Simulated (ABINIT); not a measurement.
# Mg3SiS (Pm-3m): zone-centre phonons, part 2 of 4

Which modes does Mg3SiS (Pm-3m) have at the zone centre?

ABINIT 10.8.3; DFT LDA, scalar-relativistic, plane waves, HGH norm-conserving pseudopotentials.

So far. Step 5 (Relaxing the cell and atoms): The volume changes by +0.9 % in this run and stands -30.0 % from the first cell. The relaxed cell has a = 4.638 Å (conventional setting).

The structure was built from a prototype and need not be the compound's stable phase.

## (7) Linear response at Γ

At q = 0 one unit cell holds all displacements. The response is solved for single atoms along the cell's directions, and symmetry skips those that follow from others. The crystal is treated as a metal, which screens a static field, so no field response is asked.

dfpt_gamma.abi

```

# common to the responses
getwfk_filepath "gso_WFK"
kptopt 2
nqpt 1
qpt 0.0 0.0 0.0
asr 0
chneut 0

# displacements
rfphon 1
rfatpol 1 5
rfdir 1 1 1
tolvrs 1.0d-10
prtwf 0

# basis, mesh and filling
ecut 30.0
ixc 7
ngkpt 6 6 6
nshiftk 1
shiftk 0.0 0.0 0.0
istwfk *1
occopt 3
tsmear 0.01
nband 14
nstep 100
diemac 1000000.0
prtebands 0
prtgsr 0

# cell and atoms
acell 8.764580601 8.764580601 8.764580601
rprim 
    1.0 0.0 0.0
    0.0 1.0 0.0
    0.0 0.0 1.0
ntypat 3
znucl 14 16 12
natom 5
typat 1 2 3 3 3
xred 
    0.0 0.0 0.0
    0.5 0.5 0.5
    0.5 0.5 0.0
    0.5 0.0 0.5
    0.0 0.5 0.5
pp_dirpath "./pseudo"
pseudos "Si.hgh, S.hgh, Mg.hgh"
```

Command:

```console
> OMP_NUM_THREADS=1 mpirun -n 4 abinit dfpt_gamma.abi > dfpt_gamma.log
```

Numbers of over 12 decimals in the logs are rounded to 6 here.

dfpt_gamma.abo, the main output file:

```text
[banners, grids, parts of the stress and lines that vanish by symmetry left out]
- input  file    -> dfpt_gamma.abi
- output file    -> dfpt_gamma.abo
- root for input  files -> dfpt_gammai
- root for output files -> dfpt_gammao

 Symmetries : space group Pm -3 m (#221); Bravais cP (primitive cubic)
================================================================================
 Values of the parameters that define the memory need of the present run (RF).
     intxc =       0      iscf =       7    lmnmax =       3     lnmax =       3
     mgfft =      45  mpssoang =       2    mqgrid =    3001     natom =       5
  nloc_mem =       1    nspden =       1   nspinor =       1    nsppol =       1
      nsym =      48    n1xccc =       0    ntypat =       3    occopt =       3
   xclevel =       1
-    mband =          14        mffmem =           1         mkmem =          28
-   mkqmem =          28        mk1mem =          28           mpw =        5315
      nfft =       91125          nkpt =         112
- my_mband =          14
================================================================================
================================================================================

--------------------------------------------------------------------------------
------------- Echo of variables that govern the present computation ------------
--------------------------------------------------------------------------------
-
- outvars: echo of selected default values
-   iomode0 =  0 , fftalg0 =312 , wfoptalg0 =  0
-
- outvars: echo of global parameters not present in the input file
-  max_nthreads =    1
-
 -outvars: echo values of preprocessed input variables
 [... echo left out ...]
================================================================================

 chkinp: Checking input parameters for consistency.

[...]
== DATASET  1 ==================================================================
-   mpi_nproc: 4, omp_nthreads: 1 (-1 if OMP is not activated)

--- !DatasetInfo
iteration_state: {dtset: 1, }
dimensions: {natom: 5, nkpt: 112, mband: 14, nsppol: 1, nspinor: 1, nspden: 1, mpw: 5315, }
cutoff_energies: {ecut:  30.0, pawecutdg:  -1.0, }
electrons: {nelect:   1.60000000E+01, charge:   0.00000000E+00, occopt:   3.00000000E+00, tsmear:   1.00000000E-02, }
meta: {optdriver: 1, rfphon: 1, }
...

 mkfilename: getwfk from: gso_WFK

 Exchange-correlation functional for the present dataset will be:
  LDA: Perdew-Wang 92 LSD fit to Ceperley-Alder data - ixc=7
 Citation for XC functional:
  J.P.Perdew and Y.Wang, PRB 45, 13244 (1992)

 Real(R)+Recip(G) space primitive vectors, cartesian coordinates (Bohr,Bohr^-1):
 R(1)=  8.7645806  0.0000000  0.0000000  G(1)=  0.1140956  0.0000000  0.0000000
 R(2)=  0.0000000  8.7645806  0.0000000  G(2)=  0.0000000  0.1140956  0.0000000
 R(3)=  0.0000000  0.0000000  8.7645806  G(3)=  0.0000000  0.0000000  0.1140956
 Unit cell volume ucvol=  6.7327644E+02 bohr^3
 Angles (23,13,12)=  9.00000000E+01  9.00000000E+01  9.00000000E+01 degrees
 setup1 : take into account q-point for computing boxcut.

 getcut: wavevector=  0.0000  0.0000  0.0000  ngfft=  45  45  45
         ecut(hartree)=     30.000   => boxcut(ratio)=   2.03608

--- Pseudopotential description ------------------------------------------------
- pspini: atom type   1  psp file is ./pseudo/Si.hgh

- pspini: atom type   2  psp file is ./pseudo/S.hgh

- pspini: atom type   3  psp file is ./pseudo/Mg.hgh

  -4.38971741E+02                                ecore*ucvol(ha*bohr**3)
--------------------------------------------------------------------------------

 ==>  initialize data related to q vector <==

 The list of irreducible perturbations for this q vector is:
    1)    idir= 1    ipert=   1
    2)    idir= 1    ipert=   2
    3)    idir= 1    ipert=   3
    4)    idir= 3    ipert=   3

[...]
The perturbation idir=   2  ipert=   1 is
 symmetric of a previously calculated perturbation.
 So, its SCF calculation is not needed.

 The perturbation idir=   3  ipert=   1 is
 symmetric of a previously calculated perturbation.
 So, its SCF calculation is not needed.

 The perturbation idir=   2  ipert=   2 is
 symmetric of a previously calculated perturbation.
 So, its SCF calculation is not needed.

 The perturbation idir=   3  ipert=   2 is
 symmetric of a previously calculated perturbation.
 So, its SCF calculation is not needed.

[...]
The perturbation idir=   2  ipert=   5 is
 symmetric of a previously calculated perturbation.
 So, its SCF calculation is not needed.

 The perturbation idir=   3  ipert=   5 is
 symmetric of a previously calculated perturbation.
 So, its SCF calculation is not needed.

--------------------------------------------------------------------------------
 Perturbation wavevector (in red.coord.)   0.000000  0.000000  0.000000
 Perturbation : displacement of atom   1   along direction   1
 Found     8 symmetries that leave the perturbation invariant.

[...]
dfpt_looppert : total number of electrons, from k and k+q
  fully or partially occupied states are    1.600000E+01 and    1.600000E+01.
 Initialisation of the first-order wave-functions :
  ireadwf=   0

--- !BeginCycle
iteration_state: {dtset: 1, }
solver: {iscf: 7, nstep: 100, nline: 4, wfoptalg: 0, }
tolerances: {tolvrs: 1.00E-10, }
...

     iter   2DEtotal(Ha)        deltaE(Ha) residm    vres2
-ETOT  1   74.199477460974     -3.801E+01 9.996E+00 2.908E+05
 ETOT  2  0.960514     -7.324E+01 1.199E+00 1.072E+03
 ETOT  3  0.442963     -5.176E-01 5.608E-02 2.449E+02
 ETOT  4  0.381552     -6.141E-02 1.890E-02 5.042E+00
 ETOT  5  0.379101     -2.451E-03 2.762E-03 4.787E-02
[...]
At SCF step   11       vres2   =  1.21E-12 < tolvrs=  1.00E-10 =>converged.
[...]
Mean square residual over all n,k,spin=   94.054E-10; max=  42.826E-07

 Thirteen components of 2nd-order total energy (hartree) are
 1,2,3: 0th-order hamiltonian combined with 1st-order wavefunctions
     kin0=   1.20285047E+02 eigvalue=  -8.42228653E+00  local=  -1.06986197E+02
 4,5,6: 1st-order hamiltonian combined with 1st and 0th-order wfs
 loc psp =   5.22405283E+01  Hartree=   3.39709387E+01     xc=  -1.28221344E+01
 note that "loc psp" includes a xc core correction that could be resolved
 7,8,9: eventually, occupation + non-local contributions
    edocc=   8.11710195E+00     enl0=   7.76904808E+01   enl1=  -2.75906431E+02
 1-9 gives the relaxation energy (to be shifted if some occ is /=2.0)
   erelax=  -1.11832951E+02
 10,11,12 Non-relaxation  contributions : frozen-wavefunctions and Ewald
 fr.local=  -5.24570498E+01 fr.nonlo=   1.41728810E+02  Ewald=   2.29402796E+01
 13,14 Frozen wf xc core corrections (1) and (2)
 frxc 1  =   0.00000000E+00  frxc 2 =   0.00000000E+00
 Resulting in :
 2DEtotal=    0.3790889368E+00 Ha. Also 2DEtotal=    0.103155354806E+02 eV
    (2DErelax=   -1.1183295105E+02 Ha. 2DEnonrelax=    1.1221203999E+02 Ha)
    (  non-var. 2DEtotal :    3.7908889590E-01 Ha)

[...]
Perturbation wavevector (in red.coord.)   0.000000  0.000000  0.000000
 Perturbation : displacement of atom   2   along direction   1
 Found     8 symmetries that leave the perturbation invariant.

[...]
dfpt_looppert : total number of electrons, from k and k+q
  fully or partially occupied states are    1.600000E+01 and    1.600000E+01.
 Initialisation of the first-order wave-functions :
  ireadwf=   0

--- !BeginCycle
iteration_state: {dtset: 1, }
solver: {iscf: 7, nstep: 100, nline: 4, wfoptalg: 0, }
tolerances: {tolvrs: 1.00E-10, }
...

     iter   2DEtotal(Ha)        deltaE(Ha) residm    vres2
-ETOT  1   433.87240717486     -1.140E+02 5.765E+00 1.406E+06
[...]
At SCF step   11       vres2   =  1.86E-11 < tolvrs=  1.00E-10 =>converged.
[...]
Mean square residual over all n,k,spin=   51.908E-09; max=  13.272E-06

 Thirteen components of 2nd-order total energy (hartree) are
 1,2,3: 0th-order hamiltonian combined with 1st-order wavefunctions
     kin0=   5.51056288E+02 eigvalue=   2.29046793E+00  local=  -5.43237481E+02
 4,5,6: 1st-order hamiltonian combined with 1st and 0th-order wfs
 loc psp =  -7.41792453E+01  Hartree=   1.71304027E+02     xc=  -5.02415908E+01
 note that "loc psp" includes a xc core correction that could be resolved
 7,8,9: eventually, occupation + non-local contributions
    edocc=   3.56343043E+01     enl0=   3.72858894E+02   enl1=  -1.00515057E+03
 1-9 gives the relaxation energy (to be shifted if some occ is /=2.0)
   erelax=  -5.39664909E+02
 10,11,12 Non-relaxation  contributions : frozen-wavefunctions and Ewald
 fr.local=  -8.98562187E-01 fr.nonlo=   5.20112787E+02  Ewald=   2.86753495E+01
 13,14 Frozen wf xc core corrections (1) and (2)
 frxc 1  =   0.00000000E+00  frxc 2 =   0.00000000E+00
 Resulting in :
 2DEtotal=    0.8224665307E+01 Ha. Also 2DEtotal=    0.223804544418E+03 eV
    (2DErelax=   -5.3966490934E+02 Ha. 2DEnonrelax=    5.4788957465E+02 Ha)
    (  non-var. 2DEtotal :    8.2246657049E+00 Ha)

[...]
Perturbation wavevector (in red.coord.)   0.000000  0.000000  0.000000
 Perturbation : displacement of atom   3   along direction   1
 Found     4 symmetries that leave the perturbation invariant.

[...]
dfpt_looppert : total number of electrons, from k and k+q
  fully or partially occupied states are    1.600000E+01 and    1.600000E+01.
 Initialisation of the first-order wave-functions :
  ireadwf=   0

--- !BeginCycle
iteration_state: {dtset: 1, }
solver: {iscf: 7, nstep: 100, nline: 4, wfoptalg: 0, }
tolerances: {tolvrs: 1.00E-10, }
...

     iter   2DEtotal(Ha)        deltaE(Ha) residm    vres2
-ETOT  1   5.783658     -5.320E+00 4.216E-01 2.934E+04
[...]
At SCF step   10       vres2   =  3.65E-11 < tolvrs=  1.00E-10 =>converged.
[...]
Mean square residual over all n,k,spin=   13.888E-10; max=  67.139E-08

 Thirteen components of 2nd-order total energy (hartree) are
 1,2,3: 0th-order hamiltonian combined with 1st-order wavefunctions
     kin0=   1.24450843E+01 eigvalue=  -9.62365435E-01  local=  -6.98619863E+00
 4,5,6: 1st-order hamiltonian combined with 1st and 0th-order wfs
 loc psp =  -1.21814310E+00  Hartree=   2.99823795E+00     xc=  -1.25373248E+00
 note that "loc psp" includes a xc core correction that could be resolved
 7,8,9: eventually, occupation + non-local contributions
    edocc=   8.98092478E-01     enl0=   5.09962358E+00   enl1=  -2.32593405E+01
 1-9 gives the relaxation energy (to be shifted if some occ is /=2.0)
   erelax=  -1.22387418E+01
 10,11,12 Non-relaxation  contributions : frozen-wavefunctions and Ewald
 fr.local=   1.60876983E+00 fr.nonlo=   1.47281637E+01  Ewald=  -5.23363964E+00
 13,14 Frozen wf xc core corrections (1) and (2)
 frxc 1  =   0.00000000E+00  frxc 2 =   0.00000000E+00
 Resulting in :
 2DEtotal=   -0.1135447915E+01 Ha. Also 2DEtotal=   -0.308971117885E+02 eV
    (2DErelax=   -1.2238741781E+01 Ha. 2DEnonrelax=    1.1103293866E+01 Ha)
    (  non-var. 2DEtotal :   -1.1354479204E+00 Ha)

[...]
Perturbation wavevector (in red.coord.)   0.000000  0.000000  0.000000
 Perturbation : displacement of atom   3   along direction   3
 Found     8 symmetries that leave the perturbation invariant.

--------------------------------------------------------------------------------

--------------------------------------------------------------------------------

 dfpt_looppert : total number of electrons, from k and k+q
  fully or partially occupied states are    1.600000E+01 and    1.600000E+01.
 Initialisation of the first-order wave-functions :
  ireadwf=   0

--- !BeginCycle
iteration_state: {dtset: 1, }
solver: {iscf: 7, nstep: 100, nline: 4, wfoptalg: 0, }
tolerances: {tolvrs: 1.00E-10, }
...

     iter   2DEtotal(Ha)        deltaE(Ha) residm    vres2
-ETOT  1   24.276469935352     -4.598E+00 2.810E-01 4.951E+04
[...]
ETOT  8   10.809105722535     -3.111E-10 6.841E-06 4.264E-09
 ETOT  9   10.809105722533     -1.844E-12 1.096E-06 9.596E-11

 At SCF step    9       vres2   =  9.60E-11 < tolvrs=  1.00E-10 =>converged.
[...]
Mean square residual over all n,k,spin=   42.660E-10; max=  10.962E-07

 Thirteen components of 2nd-order total energy (hartree) are
 1,2,3: 0th-order hamiltonian combined with 1st-order wavefunctions
     kin0=   1.83285757E+01 eigvalue=  -4.17869384E-01  local=  -1.13150753E+01
 4,5,6: 1st-order hamiltonian combined with 1st and 0th-order wfs
 loc psp =   2.17600441E+00  Hartree=   4.41987156E+00     xc=  -1.36217352E+00
 note that "loc psp" includes a xc core correction that could be resolved
 7,8,9: eventually, occupation + non-local contributions
    edocc=   9.31849487E-01     enl0=   7.48003433E+00   enl1=  -3.83064300E+01
 1-9 gives the relaxation energy (to be shifted if some occ is /=2.0)
   erelax=  -1.80652127E+01
 10,11,12 Non-relaxation  contributions : frozen-wavefunctions and Ewald
 fr.local=  -6.26752558E+01 fr.nonlo=   4.09368056E+01  Ewald=   5.06127686E+01
 13,14 Frozen wf xc core corrections (1) and (2)
 frxc 1  =   0.00000000E+00  frxc 2 =   0.00000000E+00
 Resulting in :
 2DEtotal=    0.1080910572E+02 Ha. Also 2DEtotal=    0.294130750789E+03 eV
    (2DErelax=   -1.8065212744E+01 Ha. 2DEnonrelax=    2.8874318467E+01 Ha)
    (  non-var. 2DEtotal :    1.0809105650E+01 Ha)

[...]
---- first-order wavefunction calculations are completed ----

 ==> Compute Derivative Database <==

 [... matrices left out ...]
  Phonon wavevector (reduced coordinates) :  0.00000  0.00000  0.00000
 Phonon energies in Hartree :
  -7.437017E-04 -7.437017E-04 -7.437017E-04 -6.022055E-04 -6.022055E-04
  -6.022055E-04 -1.368755E-05 -1.368755E-05 -1.368755E-05  6.057084E-04
   6.057084E-04  6.057084E-04  2.232896E-03  2.232896E-03  2.232896E-03
 Phonon frequencies in cm-1    :
- -1.632237E+02 -1.632237E+02 -1.632237E+02 -1.321688E+02 -1.321688E+02
- -1.321688E+02 -3.004069E+00 -3.004069E+00 -3.004069E+00  1.329376E+02
-  1.329376E+02  1.329376E+02  4.900641E+02  4.900641E+02  4.900641E+02

== END DATASET(S) ==============================================================
================================================================================

 -outvars: echo values of variables after computation
            acell      8.7645806010E+00  8.7645806010E+00  8.7645806010E+00 Bohr
           etotal      1.0809105723E+01
            fcart      0.0000000000E+00  0.0000000000E+00  0.0000000000E+00
           strten      0.0000000000E+00  0.0000000000E+00  0.0000000000E+00
================================================================================
```

It took 3.3 min on 4 MPI ranks of Arm Neoverse N1, shared host; 13 min of CPU time.

Numbers from this step:

| Quantity | Value |
| --- | --- |
| largest acoustic frequency at the zone centre before the sum rule | -3 cm⁻¹ |
| highest optical zone-centre mode (no LO-TO term) | 490.1 cm⁻¹ |
| lowest optical zone-centre mode | -163.2 cm⁻¹ |

The acoustic modes at Γ come out as far as 3.0 cm⁻¹ from zero, where they should vanish, a small numerical error. The lowest optical mode is imaginary, 163i cm⁻¹, an instability at this level and on this k mesh.

[end of part 2 of 4]

[Host names and launcher messages were left out of these logs when they were recorded.]

[Logs are printed without paths, hosts, clocks, repeated set-up lines and the standing remarks that a program may print on its own settings, such as how far it seeks lower states.]

[Hosts, paths, dates, database ids (printed as entryN), source tags and the programs' standing remarks are cut or masked in the printed files.]
